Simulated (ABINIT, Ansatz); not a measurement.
# RbH3Pb (Pm-3m): zone-centre phonons, part 4 of 5

Wanted: the vibrations of RbH3Pb (Pm-3m) at Γ, by two programs.

ABINIT 10.8.3; DFT LDA, scalar-relativistic, plane waves, PseudoDojo norm-conserving pseudopotentials.

So far. Step 4 (Linear response at Γ): The acoustic modes at Γ come out as far as 1.9 cm⁻¹ from zero, where they should vanish, a small numerical error. The lowest optical mode is imaginary, 734i cm⁻¹, an instability at this level and on this k mesh. Step 5 (Modes with the sum rule): The rule moves no optical mode by more than 0.3 cm⁻¹. The relaxed cell has a = 4.425 Å (conventional setting).

The structure was built from a prototype and need not be the compound's stable phase.

### 6. Sum rules set otherwise (asr 0)

Without the rule the raw error of the acoustic modes shows.

Input file anaddb.abi:

```
ddb_filepath "gamma_DDB"
output_file "anaddb.abo"
outdata_prefix "anaddb"
asr 0
chneut 0
enunit 2
eivec 1
nph1l 1
qph1l 0.0 0.0 0.0 1.0
```

Input file mrgddb.in:

```
gamma_DDB
merged
2
dfpt_gammao_DDB
gso_DDB
```

Started as:

```bash
mrgddb < mrgddb.in > mrgddb.log
OMP_NUM_THREADS=1 anaddb anaddb.abi > anaddb.log
```

anaddb.abo, the main output file:

```text
-outvars_anaddb: echo values of input variables ----------------------

 Miscellaneous information :
      enunit         2
       eivec         1
      chneut         0
 First list of wavevector (reduced coord.) :
       nph1l         1
       qph1l
                     0.00000000E+00  0.00000000E+00  0.00000000E+00    1.000E+00

================================================================================

 read the DDB information and perform some checks

  ==== Info on the Cryst% object ====
 Real(R)+Recip(G) space primitive vectors, cartesian coordinates (Bohr,Bohr^-1):
 R(1)=  8.3619489  0.0000000  0.0000000  G(1)=  0.1195893  0.0000000  0.0000000
 R(2)=  0.0000000  8.3619489  0.0000000  G(2)=  0.0000000  0.1195893  0.0000000
 R(3)=  0.0000000  0.0000000  8.3619489  G(3)=  0.0000000  0.0000000  0.1195893
 Unit cell volume ucvol=  5.8468577E+02 bohr^3
 Angles (23,13,12)=  9.00000000E+01  9.00000000E+01  9.00000000E+01 degrees
 Time-reversal symmetry is present
 Reduced atomic positions [iatom, xred, symbol]:
    1)    0.0000000  0.0000000  0.0000000  Rb
    2)    0.5000000  0.5000000  0.5000000  Pb
    3)    0.5000000  0.5000000  0.0000000   H
    4)    0.5000000  0.0000000  0.5000000   H
    5)    0.0000000  0.5000000  0.5000000   H

 DDB file with 3 blocks has been read.

================================================================================

 Treat the first list of vectors

  Phonon wavevector (reduced coordinates) :  0.00000  0.00000  0.00000
 Phonon energies in Hartree :
  -3.344431E-03 -3.344431E-03 -3.344431E-03 -8.903126E-06 -8.903126E-06
  -8.903125E-06  2.942815E-04  2.942815E-04  2.942815E-04  1.877495E-03
   1.877495E-03  1.877495E-03  2.007183E-03  2.007183E-03  2.007183E-03
 Phonon energies in meV     :
- -9.100660E+01 -9.100660E+01 -9.100660E+01 -2.422664E-01 -2.422664E-01
- -2.422664E-01  8.007808E+00  8.007808E+00  8.007808E+00  5.108924E+01
-  5.108924E+01  5.108924E+01  5.461824E+01  5.461824E+01  5.461824E+01
 Phonon frequencies in cm-1    :
- -7.340178E+02 -7.340178E+02 -7.340178E+02 -1.954010E+00 -1.954010E+00
- -1.954010E+00  6.458733E+01  6.458733E+01  6.458733E+01  4.120625E+02
-  4.120625E+02  4.120625E+02  4.405258E+02  4.405258E+02  4.405258E+02
 Phonon frequencies in Thz     :
- -2.200530E+01 -2.200530E+01 -2.200530E+01 -5.857975E-02 -5.857975E-02
- -5.857975E-02  1.936279E+00  1.936279E+00  1.936279E+00  1.235332E+01
-  1.235332E+01  1.235332E+01  1.320663E+01  1.320663E+01  1.320663E+01
 Phonon energies in Kelvin  :
- -1.056088E+03 -1.056088E+03 -1.056088E+03 -2.811385E+00 -2.811385E+00
- -2.811384E+00  9.292676E+01  9.292676E+01  9.292676E+01  5.928660E+02
-  5.928660E+02  5.928660E+02  6.338183E+02  6.338183E+02  6.338183E+02

 Eigendisplacements
 (will be given, for each mode : in cartesian coordinates
   for each atom the real part of the displacement vector,
   then the imaginary part of the displacement vector - absolute values smaller than 1.0d-7 are set to zero)
  Mode number    1   Energy   -3.344431E-03
 Attention : low frequency mode.
   (Could be unstable or acoustic mode)
-  1  0.00000000E+00  5.76427118E-05  0.00000000E+00
-     0.00000000E+00  0.00000000E+00  0.00000000E+00
-  2  0.00000000E+00  6.82982704E-05  0.00000000E+00
-     0.00000000E+00  0.00000000E+00  0.00000000E+00
-  3  2.01567545E-06  2.09536555E-03  0.00000000E+00
-     0.00000000E+00  0.00000000E+00  0.00000000E+00
-  4  2.01567545E-06 -2.31135508E-02  0.00000000E+00
-     0.00000000E+00  0.00000000E+00  0.00000000E+00
-  5 -2.22345056E-05  2.09536555E-03  0.00000000E+00
-     0.00000000E+00  0.00000000E+00  0.00000000E+00
  Mode number    2   Energy   -3.344431E-03
 Attention : low frequency mode.
   (Could be unstable or acoustic mode)
-  1  5.76427118E-05  0.00000000E+00  0.00000000E+00
-     0.00000000E+00  0.00000000E+00  0.00000000E+00
-  2  6.82982704E-05  0.00000000E+00  0.00000000E+00
-     0.00000000E+00  0.00000000E+00  0.00000000E+00
-  3  2.09536555E-03 -2.01567545E-06  0.00000000E+00
-     0.00000000E+00  0.00000000E+00  0.00000000E+00
-  4  2.09536555E-03  2.22345056E-05  0.00000000E+00
-     0.00000000E+00  0.00000000E+00  0.00000000E+00
-  5 -2.31135508E-02 -2.01567545E-06  0.00000000E+00
-     0.00000000E+00  0.00000000E+00  0.00000000E+00
  Mode number    3   Energy   -3.344431E-03
 Attention : low frequency mode.
   (Could be unstable or acoustic mode)
-  1  0.00000000E+00  0.00000000E+00  5.76427385E-05
-     0.00000000E+00  0.00000000E+00  0.00000000E+00
-  2  0.00000000E+00  0.00000000E+00  6.82983020E-05
-     0.00000000E+00  0.00000000E+00  0.00000000E+00
-  3  0.00000000E+00  0.00000000E+00 -2.31135615E-02
-     0.00000000E+00  0.00000000E+00  0.00000000E+00
-  4  0.00000000E+00  0.00000000E+00  2.09536652E-03
-     0.00000000E+00  0.00000000E+00  0.00000000E+00
-  5  0.00000000E+00  0.00000000E+00  2.09536652E-03
-     0.00000000E+00  0.00000000E+00  0.00000000E+00
  Mode number    4   Energy   -8.903126E-06
 Attention : low frequency mode.
   (Could be unstable or acoustic mode)
-  1  0.00000000E+00  0.00000000E+00  1.34121826E-03
-     0.00000000E+00  0.00000000E+00  0.00000000E+00
-  2  0.00000000E+00  0.00000000E+00  1.37049694E-03
-     0.00000000E+00  0.00000000E+00  0.00000000E+00
-  3  0.00000000E+00  0.00000000E+00  1.36446424E-03
-     0.00000000E+00  0.00000000E+00  0.00000000E+00
-  4  0.00000000E+00  0.00000000E+00  1.36977319E-03
-     0.00000000E+00  0.00000000E+00  0.00000000E+00
-  5  0.00000000E+00  0.00000000E+00  1.36977319E-03
-     0.00000000E+00  0.00000000E+00  0.00000000E+00
  Mode number    5   Energy   -8.903126E-06
 Attention : low frequency mode.
   (Could be unstable or acoustic mode)
-  1  0.00000000E+00 -1.34121825E-03  0.00000000E+00
-     0.00000000E+00  0.00000000E+00  0.00000000E+00
-  2  0.00000000E+00 -1.37049693E-03  0.00000000E+00
-     0.00000000E+00  0.00000000E+00  0.00000000E+00
-  3  0.00000000E+00 -1.36977318E-03  0.00000000E+00
-     0.00000000E+00  0.00000000E+00  0.00000000E+00
-  4  0.00000000E+00 -1.36446424E-03  0.00000000E+00
-     0.00000000E+00  0.00000000E+00  0.00000000E+00
-  5  0.00000000E+00 -1.36977318E-03  0.00000000E+00
-     0.00000000E+00  0.00000000E+00  0.00000000E+00
  Mode number    6   Energy   -8.903125E-06
 Attention : low frequency mode.
   (Could be unstable or acoustic mode)
-  1  1.34121825E-03  0.00000000E+00  0.00000000E+00
-     0.00000000E+00  0.00000000E+00  0.00000000E+00
-  2  1.37049693E-03  0.00000000E+00  0.00000000E+00
-     0.00000000E+00  0.00000000E+00  0.00000000E+00
-  3  1.36977318E-03  0.00000000E+00  0.00000000E+00
-     0.00000000E+00  0.00000000E+00  0.00000000E+00
-  4  1.36977318E-03  0.00000000E+00  0.00000000E+00
-     0.00000000E+00  0.00000000E+00  0.00000000E+00
-  5  1.36446424E-03  0.00000000E+00  0.00000000E+00
-     0.00000000E+00  0.00000000E+00  0.00000000E+00
  Mode number    7   Energy    2.942815E-04
-  1  0.00000000E+00  0.00000000E+00  2.14855365E-03
-     0.00000000E+00  0.00000000E+00  0.00000000E+00
-  2  0.00000000E+00  0.00000000E+00 -8.58076015E-04
-     0.00000000E+00  0.00000000E+00  0.00000000E+00
-  3  0.00000000E+00  0.00000000E+00 -2.19452128E-04
-     0.00000000E+00  0.00000000E+00  0.00000000E+00
-  4  0.00000000E+00  0.00000000E+00 -8.41539881E-04
-     0.00000000E+00  0.00000000E+00  0.00000000E+00
-  5  0.00000000E+00  0.00000000E+00 -8.41539881E-04
-     0.00000000E+00  0.00000000E+00  0.00000000E+00
  Mode number    8   Energy    2.942815E-04
-  1  1.23998941E-07 -2.14855364E-03  0.00000000E+00
-     0.00000000E+00  0.00000000E+00  0.00000000E+00
-  2  0.00000000E+00  8.58076013E-04  0.00000000E+00
-     0.00000000E+00  0.00000000E+00  0.00000000E+00
-  3  0.00000000E+00  8.41539879E-04  0.00000000E+00
-     0.00000000E+00  0.00000000E+00  0.00000000E+00
-  4  0.00000000E+00  2.19452128E-04  0.00000000E+00
-     0.00000000E+00  0.00000000E+00  0.00000000E+00
-  5  0.00000000E+00  8.41539879E-04  0.00000000E+00
-     0.00000000E+00  0.00000000E+00  0.00000000E+00
  Mode number    9   Energy    2.942815E-04
-  1  2.14855364E-03  1.23998939E-07  0.00000000E+00
-     0.00000000E+00  0.00000000E+00  0.00000000E+00
-  2 -8.58076013E-04  0.00000000E+00  0.00000000E+00
-     0.00000000E+00  0.00000000E+00  0.00000000E+00
-  3 -8.41539879E-04  0.00000000E+00  0.00000000E+00
-     0.00000000E+00  0.00000000E+00  0.00000000E+00
-  4 -8.41539879E-04  0.00000000E+00  0.00000000E+00
-     0.00000000E+00  0.00000000E+00  0.00000000E+00
-  5 -2.19452128E-04  0.00000000E+00  0.00000000E+00
-     0.00000000E+00  0.00000000E+00  0.00000000E+00
  Mode number   10   Energy    1.877495E-03
-  1  0.00000000E+00  0.00000000E+00  0.00000000E+00
-     0.00000000E+00  0.00000000E+00  0.00000000E+00
-  2  0.00000000E+00  0.00000000E+00  0.00000000E+00
-     0.00000000E+00  0.00000000E+00  0.00000000E+00
-  3  0.00000000E+00  4.03742622E-07  0.00000000E+00
-     0.00000000E+00  0.00000000E+00  0.00000000E+00
-  4  0.00000000E+00  0.00000000E+00 -1.64963404E-02
-     0.00000000E+00  0.00000000E+00  0.00000000E+00
-  5  0.00000000E+00 -4.03742622E-07  1.64963404E-02
-     0.00000000E+00  0.00000000E+00  0.00000000E+00
  Mode number   11   Energy    1.877495E-03
-  1  0.00000000E+00  0.00000000E+00  0.00000000E+00
-     0.00000000E+00  0.00000000E+00  0.00000000E+00
-  2  0.00000000E+00  0.00000000E+00  0.00000000E+00
-     0.00000000E+00  0.00000000E+00  0.00000000E+00
-  3  1.51009122E-07 -1.64963404E-02  0.00000000E+00
-     0.00000000E+00  0.00000000E+00  0.00000000E+00
-  4 -1.51009122E-07  0.00000000E+00 -4.03742622E-07
-     0.00000000E+00  0.00000000E+00  0.00000000E+00
-  5  0.00000000E+00  1.64963404E-02  4.03742622E-07
-     0.00000000E+00  0.00000000E+00  0.00000000E+00
  Mode number   12   Energy    1.877495E-03
-  1  0.00000000E+00  0.00000000E+00  0.00000000E+00
-     0.00000000E+00  0.00000000E+00  0.00000000E+00
-  2  0.00000000E+00  0.00000000E+00  0.00000000E+00
-     0.00000000E+00  0.00000000E+00  0.00000000E+00
-  3  1.64963405E-02  1.51009122E-07  0.00000000E+00
-     0.00000000E+00  0.00000000E+00  0.00000000E+00
-  4 -1.64963405E-02  0.00000000E+00  0.00000000E+00
-     0.00000000E+00  0.00000000E+00  0.00000000E+00
-  5  0.00000000E+00 -1.51009122E-07  0.00000000E+00
-     0.00000000E+00  0.00000000E+00  0.00000000E+00
  Mode number   13   Energy    2.007183E-03
-  1  0.00000000E+00  0.00000000E+00  9.20277402E-06
-     0.00000000E+00  0.00000000E+00  0.00000000E+00
-  2  0.00000000E+00  0.00000000E+00  1.68420522E-04
-     0.00000000E+00  0.00000000E+00  0.00000000E+00
-  3  0.00000000E+00  0.00000000E+00 -2.84813076E-03
-     0.00000000E+00  0.00000000E+00  0.00000000E+00
-  4  0.00000000E+00  0.00000000E+00 -1.62835567E-02
-     0.00000000E+00  0.00000000E+00  0.00000000E+00
-  5  0.00000000E+00  0.00000000E+00 -1.62835567E-02
-     0.00000000E+00  0.00000000E+00  0.00000000E+00
  Mode number   14   Energy    2.007183E-03
-  1  0.00000000E+00  9.20277402E-06  0.00000000E+00
-     0.00000000E+00  0.00000000E+00  0.00000000E+00
-  2  0.00000000E+00  1.68420522E-04  0.00000000E+00
-     0.00000000E+00  0.00000000E+00  0.00000000E+00
-  3 -1.19033512E-07 -1.62835567E-02  0.00000000E+00
-     0.00000000E+00  0.00000000E+00  0.00000000E+00
-  4 -1.19033512E-07 -2.84813076E-03  0.00000000E+00
-     0.00000000E+00  0.00000000E+00  0.00000000E+00
-  5  0.00000000E+00 -1.62835567E-02  0.00000000E+00
-     0.00000000E+00  0.00000000E+00  0.00000000E+00
  Mode number   15   Energy    2.007183E-03
-  1  9.20277402E-06  0.00000000E+00  0.00000000E+00
-     0.00000000E+00  0.00000000E+00  0.00000000E+00
-  2  1.68420522E-04  0.00000000E+00  0.00000000E+00
-     0.00000000E+00  0.00000000E+00  0.00000000E+00
-  3 -1.62835567E-02  1.19033503E-07  0.00000000E+00
-     0.00000000E+00  0.00000000E+00  0.00000000E+00
-  4 -1.62835567E-02  0.00000000E+00  0.00000000E+00
-     0.00000000E+00  0.00000000E+00  0.00000000E+00
-  5 -2.84813076E-03  1.19033503E-07  0.00000000E+00
-     0.00000000E+00  0.00000000E+00  0.00000000E+00

 Analysis of degeneracies and characters (maximum tolerance=1.00E-06 a.u.)
 For each vibration mode, or group of modes if degenerate,
 the characters are given for each symmetry operation (see the list in the log file).
 Symmetry characters of vibration mode #   1
       degenerate with vibration modes #   2 to    3
  3.0 -3.0 -1.0  1.0 -1.0  1.0 -1.0  1.0  1.0 -1.0 -1.0  1.0  1.0 -1.0 -1.0  1.0
 -0.0  0.0 -0.0  0.0  0.0 -0.0 -0.0  0.0  1.0 -1.0 -1.0  1.0 -1.0  1.0  1.0 -1.0
 -0.0  0.0  0.0 -0.0 -0.0  0.0 -0.0  0.0  1.0 -1.0  1.0 -1.0 -1.0  1.0 -1.0  1.0
 Symmetry characters of vibration mode #   4
       degenerate with vibration modes #   5 to    6
  3.0 -3.0 -1.0  1.0 -1.0  1.0 -1.0  1.0  1.0 -1.0 -1.0  1.0  1.0 -1.0 -1.0  1.0
 -0.0  0.0 -0.0  0.0  0.0 -0.0  0.0 -0.0  1.0 -1.0 -1.0  1.0 -1.0  1.0  1.0 -1.0
 -0.0  0.0  0.0 -0.0  0.0 -0.0 -0.0  0.0  1.0 -1.0  1.0 -1.0 -1.0  1.0 -1.0  1.0
 Symmetry characters of vibration mode #   7
       degenerate with vibration modes #   8 to    9
  3.0 -3.0 -1.0  1.0 -1.0  1.0 -1.0  1.0  1.0 -1.0 -1.0  1.0  1.0 -1.0 -1.0  1.0
 -0.0  0.0 -0.0  0.0  0.0 -0.0  0.0 -0.0  1.0 -1.0 -1.0  1.0 -1.0  1.0  1.0 -1.0
 -0.0  0.0  0.0 -0.0  0.0 -0.0 -0.0  0.0  1.0 -1.0  1.0 -1.0 -1.0  1.0 -1.0  1.0
 Symmetry characters of vibration mode #  10
       degenerate with vibration modes #  11 to   12
  3.0 -3.0 -1.0  1.0 -1.0  1.0 -1.0  1.0 -1.0  1.0  1.0 -1.0 -1.0  1.0  1.0 -1.0
  0.0 -0.0  0.0 -0.0 -0.0  0.0 -0.0  0.0 -1.0  1.0  1.0 -1.0  1.0 -1.0 -1.0  1.0
  0.0 -0.0 -0.0  0.0 -0.0  0.0  0.0 -0.0 -1.0  1.0 -1.0  1.0  1.0 -1.0  1.0 -1.0
 Symmetry characters of vibration mode #  13
       degenerate with vibration modes #  14 to   15
  3.0 -3.0 -1.0  1.0 -1.0  1.0 -1.0  1.0  1.0 -1.0 -1.0  1.0  1.0 -1.0 -1.0  1.0
  0.0 -0.0  0.0 -0.0 -0.0  0.0 -0.0  0.0  1.0 -1.0 -1.0  1.0 -1.0  1.0  1.0 -1.0
  0.0 -0.0 -0.0  0.0 -0.0  0.0  0.0 -0.0  1.0 -1.0  1.0 -1.0 -1.0  1.0 -1.0  1.0
-
```

The job ended after 0.49 s (1 thread of Arm Neoverse V1, shared host).

Read from the output:

```yaml
lowest_optical_zone_centre_mode: -734.0 cm⁻¹
```

Zone-centre frequencies as printed; negative means imaginary. Modes:

| mode | frequency (cm⁻¹) |
| --- | --- |
| 1 | -734 |
| 2 | -734 |
| 3 | -734 |
| 4 | -1.95 |
| 5 | -1.95 |
| 6 | -1.95 |
| 7 | 64.59 |
| 8 | 64.59 |
| 9 | 64.59 |
| 10 | 412.1 |
| 11 | 412.1 |
| 12 | 412.1 |
| 13 | 440.5 |
| 14 | 440.5 |
| 15 | 440.5 |

(Continued in part 5 of 5.)

[Host names and launcher messages were left out of these logs when they were recorded.]

[Logs are printed without paths, hosts, clocks, repeated set-up lines and the standing remarks that a program may print on its own settings, such as how far it seeks lower states.]

[Hosts, paths, dates, database ids (printed as entryN), source tags and the programs' standing remarks are cut or masked in the printed files.]
